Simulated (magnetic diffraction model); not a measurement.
## ZnCo₂GeTe₄: the ordered moment from one line

Space group I-4 (no. 82), a = 6.0750 Å, c = 12.2340 Å.

| site | atom | x | y | z |
| --- | --- | --- | --- | --- |
| 8g | Te | 0.2560 | 0.7751 | 0.1286 |
| 2b | Ge | 1/2 | 1/2 | 0 |
| 2c | Zn | 0 | 1/2 | 1/4 |
| 2d | Co | 1/2 | 0 | 1/4 |
| 2a | Co | 0 | 0 | 0 |

The compound is invented for this exercise: a known structure type with other elements, its cell scaled to their sizes and not relaxed.

Only Co is taken to order (form factors of Co2+); orders and moment sizes are assumed, and not adapted to the symmetry. Radiation: neutrons of λ = 4.2 Å, 8° to 100°; isotropic B of 0.12 Å² (Te), 0.17 Å² (Ge), 0.17 Å² (Zn) and 0.17 Å² (Co). The intensities are simulated: I ∝ L Σ (|F_N|² + |F_M⊥|²) for unpolarised neutrons, with F_M = 2.695 fm/μB × Σ f(s) S exp(2πi Q·r) exp(−B s²) at Q = H ± k (one set where k and −k are equivalent), only the part normal to Q counting and L = 1/(sin²θ cos θ). For collinear order S is the moment m, which repeats by lattice and centring translations R with the sign exp(−2πi k·R). Form factors are spin-only for 3d ions and dipole or tabulated for f ions, scattering lengths are Sears's of 1992, and absorption is left out. A label names one of the reflections at its angle. The strongest nuclear line in the range is 100, and lines under 0.2 are left out.

In a first state the assumed order is k = (1 0 0), collinear moments along [010], 2.42 μB on Co; signs + at (1/2, 0, 1/4), − at (0, 0, 0), with this pattern:

```csv
2θ (°),index,nuclear,magnetic
19.77,(0 0 1),0.0,23.2
40.45,(1 0 0),0.0,11.0
45.41,(1 0 1),5.9,0.0
58.31,(0 1 2),0.0,5.2
58.53,(1 1 0),0.4,0.0
61.99,(0 0 3),0.0,2.3
62.41,(1 1 1),0.0,5.1
73.36,(1 1 2),100.0,0.0
76.67,(1 0 3),7.2,0.0
86.72,(0 0 4),0.4,0.0
87.47,(2 0 0),0.7,0.0
90.48,(1 1 3),0.0,3.6
90.85,(2 0 1),0.0,2.5
```

**Question.** Nearer the ordering temperature the line at 19.77° has total intensity 2.1 on the same scale, and all moments have shrunk alike. How large is the Co moment?

The nuclear part, 0.0, stays, so the magnetic part is 2.1 against 23.2. It goes as m², so m = 2.42 × √(2.1/23.2) = 0.73 μB; the value used was 0.73 μB.

[Logs are printed without paths, hosts, clocks, repeated set-up lines and the standing remarks that a program may print on its own settings, such as how far it seeks lower states.]
